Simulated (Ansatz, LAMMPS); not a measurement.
# Structural relaxation of amorphous 52In2O3-48Li2O (mol %) (125 atoms), part 2 of 3

Wanted: the relaxed structure of amorphous 52In2O3-48Li2O (mol %) (125 atoms) and its electronic structure.

Ansatz 0.2.0; Kohn-Sham DFT, RPBE, PAW (set soft_2), plane waves.

The cell: 32 In, 30 Li and 63 O. The quench rate of 30 K/ps far exceeds what a furnace or splat quench reaches. The network of bonds at the start is that of the classical potential that made the cell. Only the Γ point is sampled, in a cell whose shortest periodic width is 11 Å.

So far. Step 3 (Single point at the start): Neighbours are counted within 2.77 Å (O-In), 2.38 Å (O-Li), 2.90 Å (In-In).

## Step 4: Relaxation

With the cell held, the atoms are moved downhill towards a nearby minimum.

File input.yaml:

```yaml
crystal:
  lattice:
    - [11.32023, 0.0, 0.0]
    - [0.0, 11.32023, 0.0]
    - [0.0, 0.0, 11.32023]
  atoms:
    [... the 125 atom lines of step 3 ...]
kpoints:
  mp_grid: { grid: [1, 1, 1] }
hamiltonian:
  xc: rpbe
scf:
  occupations: { method: fermi_dirac, width: 0.05 }
output:
  forces: true
relax:
  f_tol: 0.05
  max_steps: 200
```

Started as:

```bash
> ansatz run input.yaml --threads 4 --pin off --max-ram 8192MiB --backend cpu --events-out ev --progress --plain --runs-dir out
```

Numbers of over 12 decimals in the logs are rounded to 6 here.

What it wrote:

```text
[...]
Crystal: 125 atoms, lattice volume = 1450.660 Å³
Basis set: ecut = 420 eV, 28353 PW (Γ), exchange–correlation on 160×160×160 points (8 copies of the dense FFT grid, shifted against one another)
Bands: 567, of which v1, the nominal top of the filled ones, is band 442 counted from 1 (441 counted from 0)
Symmetry: 1 space group operations
[...]
k-points: 1
[...]
SCF iter   1: F=—  HF=-221455.159329 eV  |F-HF|=—  |Δ(HF+E_count)|=         —  Δρ=5.37e-3  dr2=3.99e-1  ethr=1.77e-3  ⟨swp⟩=6.0  Hψ=2423  notcnv=0  defer=40
[...]
SCF iter   8: F=-221455.060009 eV  HF=-221455.060006 eV  |F-HF|=3.34e-6  |Δ(HF+E_count)|=   6.02e-6  Δρ=1.12e-5  dr2=2.05e-6  ethr=5.07e-9  ⟨swp⟩=1.0  Hψ=1432  notcnv=0
SCF 1 converged in 8 iterations: F = -221455.060009 eV  dr2 = 2.05e-6
[...]
relax step   1: F+E_penalty+E_count = -221455.06000891 eV  Δ(F+E_penalty+E_count) = +0.000e0 eV  max|allowed force component| = 1.472e0 eV/Å  Δτ_max = 0.0000 Å  (8 SCF iters, dr2 threshold 6.25e-5 eV, accepted)
[...]
relax step   2: F+E_penalty+E_count = -221458.17120893 eV  Δ(F+E_penalty+E_count) = -3.111e0 eV  max|allowed force component| = 4.658e-1 eV/Å  Δτ_max = 0.1904 Å  (8 SCF iters, dr2 threshold 1.00e-4 eV, accepted)
[...]
relax step   3: F+E_penalty+E_count = -221458.80153006 eV  Δ(F+E_penalty+E_count) = -6.303e-1 eV  max|allowed force component| = 3.347e-1 eV/Å  Δτ_max = 0.0876 Å  (8 SCF iters, dr2 threshold 1.36e-5 eV, accepted)
relax step   4: F+E_penalty+E_count = -221459.25769952 eV  Δ(F+E_penalty+E_count) = -4.562e-1 eV  max|allowed force component| = 2.480e-1 eV/Å  Δτ_max = 0.2000 Å  (9 SCF iters, dr2 threshold 1.12e-5 eV, accepted)
relax step   5: F+E_penalty+E_count = -221459.38401253 eV  Δ(F+E_penalty+E_count) = -1.263e-1 eV  max|allowed force component| = 7.925e-2 eV/Å  Δτ_max = 0.2000 Å  (7 SCF iters, dr2 threshold 3.18e-5 eV, accepted)
relax step   6: F+E_penalty+E_count = -221459.46928510 eV  Δ(F+E_penalty+E_count) = -8.527e-2 eV  max|allowed force component| = 1.158e-1 eV/Å  Δτ_max = 0.2000 Å  (11 SCF iters, accepted)
relax step   7: F+E_penalty+E_count = -221459.47811784 eV  Δ(F+E_penalty+E_count) = -8.833e-3 eV  max|allowed force component| = 1.514e-1 eV/Å  Δτ_max = 0.1403 Å  (11 SCF iters, accepted)
relax step   8: F+E_penalty+E_count = -221459.50725724 eV  Δ(F+E_penalty+E_count) = -2.914e-2 eV  max|allowed force component| = 7.358e-2 eV/Å  Δτ_max = 0.2000 Å  (7 SCF iters, dr2 threshold 2.29e-5 eV, accepted)
relax step   9: F+E_penalty+E_count = -221459.52915292 eV  Δ(F+E_penalty+E_count) = -2.190e-2 eV  max|allowed force component| = 9.413e-2 eV/Å  Δτ_max = 0.2000 Å  (10 SCF iters, accepted)
relax step  10: F+E_penalty+E_count = -221459.53909524 eV  Δ(F+E_penalty+E_count) = -9.942e-3 eV  max|allowed force component| = 8.275e-2 eV/Å  Δτ_max = 0.0886 Å  (9 SCF iters, accepted)
relax step  11: F+E_penalty+E_count = -221459.53596085 eV  Δ(F+E_penalty+E_count) = +3.134e-3 eV  max|allowed force component| = 9.789e-2 eV/Å  Δτ_max = 0.2000 Å  (9 SCF iters, dr2 threshold 5.29e-6 eV, rejected (line search))
relax step  12: F+E_penalty+E_count = -221459.55262840 eV  Δ(F+E_penalty+E_count) = -1.353e-2 eV  max|allowed force component| = 3.428e-2 eV/Å  Δτ_max = 0.0978 Å  (9 SCF iters, accepted)
relax step  13: F+E_penalty+E_count = -221459.55475672 eV  Δ(F+E_penalty+E_count) = -2.128e-3 eV  max|allowed force component| = 5.074e-2 eV/Å  Δτ_max = 0.0620 Å  (9 SCF iters, accepted)
[...]
relax step  14: F+E_penalty+E_count = -221459.55682762 eV  Δ(F+E_penalty+E_count) = -2.071e-3 eV  max|allowed force component| = 1.744e-2 eV/Å  Δτ_max = 0.0086 Å  (7 SCF iters, accepted)
SCF converged after 7 iterations
Free energy (F): -221459.556828 eV
[...]
Internal energy: -221459.556795 eV  (E = F + TS)
E sigma→0 (E₀):  -221459.556811 eV
Entropy (-TS):   -0.000033 eV (-0.000 meV/atom)
Fermi energy:    7.982120 eV
[...]
--- Forces (eV/Å), atoms counted from 1 ---
  atom   1  In    -0.00846176    -0.00080220     0.00125383
  atom   2  In    -0.00377166     0.00672509     0.00608864
  atom   3  In    -0.00477124     0.00955488    -0.00968766
  atom   4  In    -0.00923614    -0.00390982     0.00978903
  atom   5  In    -0.00213553     0.00646437     0.00510974
  atom   6  In     0.00005628     0.00557009     0.00660024
  atom   7  In    -0.00293663     0.00258917     0.01065863
  atom   8  In     0.00906442     0.01084954     0.00601862
  atom   9  In     0.00271688     0.00580452     0.00093231
  atom  10  In     0.00430352     0.01028281    -0.00071468
  atom  11  In    -0.01523663     0.00402519    -0.00181172
  atom  12  In     0.00917055    -0.00165587    -0.00415286
  atom  13  In    -0.00212842     0.01160384    -0.00806426
  atom  14  In     0.00801445    -0.00770724    -0.00155589
[...]
atom 124  O     -0.00044094     0.00143344     0.00356783
  atom 125  O     -0.00098006    -0.00180384    -0.00680861
  max |Σ_I F_I| component: 5.76e-5 eV/Å
--- Relaxed structure (14 steps of the walk, 13 accepted, 0 SCFs on fresh bases) ---
  F+E_penalty+E_count = -221459.55682762 eV   max|allowed force component| = 1.744e-2 eV/Å
  atoms:
    - { symbol: In, position: [0.391491, 0.682919, 0.340431] }
    - { symbol: In, position: [0.312291, 0.360888, 0.801840] }
    - { symbol: In, position: [0.828159, 0.411059, 0.263673] }
    - { symbol: In, position: [0.548138, 0.450343, 0.654200] }
[...]
- { symbol: O, position: [0.905892, 0.223038, 0.638100] }
```

It took 6.6 min on 4 threads of Arm Neoverse V1, shared host; peak memory 2.3 GiB; 26 min of CPU time.

Relaxation path:

```csv
step,energy less that of the first step (eV),largest force component (eV/Å)
1,0.0000,1.4717
2,-3.1112,0.4658
3,-3.7415,0.3347
4,-4.1977,0.2480
5,-4.3240,0.0792
6,-4.4093,0.1158
7,-4.4181,0.1514
8,-4.4472,0.0736
9,-4.4691,0.0941
10,-4.4791,0.0828
11,-4.4760,0.0979
12,-4.4926,0.0343
13,-4.4947,0.0507
14,-4.4968,0.0174
```

Relaxation step 11 was tried and not accepted.

The atoms that moved most (Å):

```csv
atom,dx,dy,dz,length
Li48,-0.539,0.585,0.884,1.189
Li49,-0.263,0.427,0.366,0.621
Li54,-0.398,-0.315,-0.354,0.619
Li40,-0.129,-0.266,-0.355,0.462
Li42,-0.061,0.368,-0.002,0.373
O118,0.232,-0.120,0.163,0.307
O67,-0.100,-0.006,0.288,0.305
O119,0.120,0.272,-0.041,0.300
```

The relaxation changed the energy by -36.0 meV/atom, and atoms moved by 0.22 Å r.m.s., 1.2 Å at most.

## Step 5: Structure statistics after relaxation

Bonds before and after, by the cutoffs listed below:

```csv
pair,bonds before,bonds after,mean before (Å),mean after (Å),spread before (Å),spread after (Å)
O-In,188,188,2.203,2.234,0.116,0.117
O-Li,121,117,2.109,2.026,0.127,0.124
```

Density 5.60 g/cm³, 11.61 Å³ an atom.

Pair distribution functions g(r), in bins of 0.2 Å:

```csv
r (Å),total,O-O,O-In,O-Li,In-In,In-Li,Li-Li
1.80,0.32,0.00,0.00,1.31,0.00,0.00,0.00
2.00,1.52,0.00,0.67,5.59,0.00,0.00,0.00
2.20,2.52,0.00,8.12,1.64,0.00,0.00,0.50
2.40,0.62,0.00,1.75,0.27,0.00,0.00,1.72
2.60,0.37,0.12,0.26,0.36,0.00,0.86,1.31
2.80,1.10,1.50,0.08,0.47,0.00,3.59,2.53
3.00,1.40,3.46,0.10,0.64,0.38,2.17,0.87
3.20,1.13,2.19,0.08,0.59,2.42,1.88,0.37
3.40,1.11,1.77,0.37,0.74,2.35,1.41,1.00
3.60,0.84,0.88,0.59,0.87,1.75,0.66,0.99
3.80,0.90,0.65,0.84,0.88,1.71,0.83,1.50
4.00,0.90,0.45,1.21,1.05,1.56,0.52,0.88
4.20,0.99,0.72,1.15,1.25,1.02,0.83,0.81
4.40,1.04,0.87,1.29,1.32,0.64,0.62,0.73
4.60,0.98,0.51,1.48,1.36,0.59,0.54,0.55
4.80,0.95,0.50,1.34,1.23,0.29,0.91,0.95
5.00,0.99,0.67,1.39,1.16,0.40,0.81,0.92
5.20,1.04,1.11,1.21,0.96,0.62,0.98,0.85
5.40,1.06,1.19,1.01,0.86,1.08,1.28,1.01
5.60,1.00,1.38,0.77,0.65,1.44,1.07,1.06
```

Bonds by pair of elements; cutoffs follow the first minimum of g(r), held within bounds set by covalent radii, and pairs that aren't listed don't count as bonded:

```csv
pair A-B,cutoff (Å),bonds,mean length (Å),spread (Å),shortest (Å),B about A,A about B
O-In,2.77,188,2.23,0.117,2.07,2.98,5.88
O-Li,2.48,117,2.03,0.124,1.82,1.86,3.9
```

How many atoms have how many bonded neighbours:

```csv
element,mean,3,4,5,6,7
In,5.88,0,0,6,24,2
Li,3.9,6,21,3,0,0
O,4.84,1,17,37,7,1
```

Bond angles, per cent of each kind in bins of 5°:

```csv
angle (°),O-In-O,In-O-Li,In-O-In,O-Li-O,Li-O-Li
60–65,0.0,0.3,0.0,0.0,1.1
65–70,0.4,0.6,0.0,0.0,4.6
70–75,5.0,3.2,0.5,0.6,10.3
75–80,9.5,12.1,0.5,1.1,9.2
80–85,15.6,15.3,4.5,3.5,10.3
85–90,14.3,18.2,6.5,9.2,9.2
90–95,11.0,8.3,15.5,11.5,6.9
95–100,8.4,5.7,14.5,20.7,2.3
100–105,5.2,7.0,8.5,9.2,1.1
105–110,2.2,4.5,6.0,9.8,4.6
110–115,3.0,0.6,6.0,3.5,3.5
115–120,1.3,2.5,7.5,5.8,3.5
120–125,1.9,2.2,5.5,5.8,0.0
125–130,1.5,3.5,4.0,5.2,2.3
130–135,1.1,2.5,3.5,1.7,4.6
135–140,1.3,2.2,4.5,2.9,3.5
140–145,1.3,0.6,1.0,2.9,4.6
145–150,2.4,1.6,2.5,3.5,2.3
150–155,1.9,1.0,2.0,0.6,2.3
155–160,1.3,2.5,3.5,0.6,3.5
160–165,3.7,2.2,1.0,0.6,4.6
165–170,4.5,1.9,1.0,1.1,4.6
170–175,2.6,1.0,1.5,0.6,1.1
175–180,0.4,0.3,0.0,0.0,0.0
```

Bond angles (no mean is given where the spread exceeds 20°):

```csv
angle,count,mean (°),spread (°)
O-In-O,462,-,-
In-O-Li,314,-,-
In-O-In,200,-,-
O-Li-O,174,108,19.8
Li-O-Li,87,-,-
```

Bond length by coordination (bonds to H left out):

```csv
element,coordination,atoms,mean bond length (Å)
In,5,6,2.17
In,6,24,2.24
In,7,2,2.32
Li,3,6,1.96
Li,4,21,2.02
Li,5,3,2.15
O,3,1,2.17
O,4,17,2.15
O,5,37,2.15
O,6,7,2.16
O,7,1,2.22
```

First main peaks of g(r), for some of the pairs, lie near 3.0 Å (O-O), 2.2 Å (O-In), 2.0 Å (O-Li), 3.3 Å (In-In) and 2.8 Å (In-Li). With the cutoffs above, 75 % of In atoms have 6, 70 % of Li atoms have 4 and 59 % of O atoms have 5 bonded neighbours.

(Continued in part 3 of 3.)

[Logs are printed without paths, hosts, clocks, repeated set-up lines and the standing remarks that a program may print on its own settings, such as how far it seeks lower states.]

[Hosts, paths, dates, database ids (printed as entryN), source tags and the programs' standing remarks are cut or masked in the printed files.]
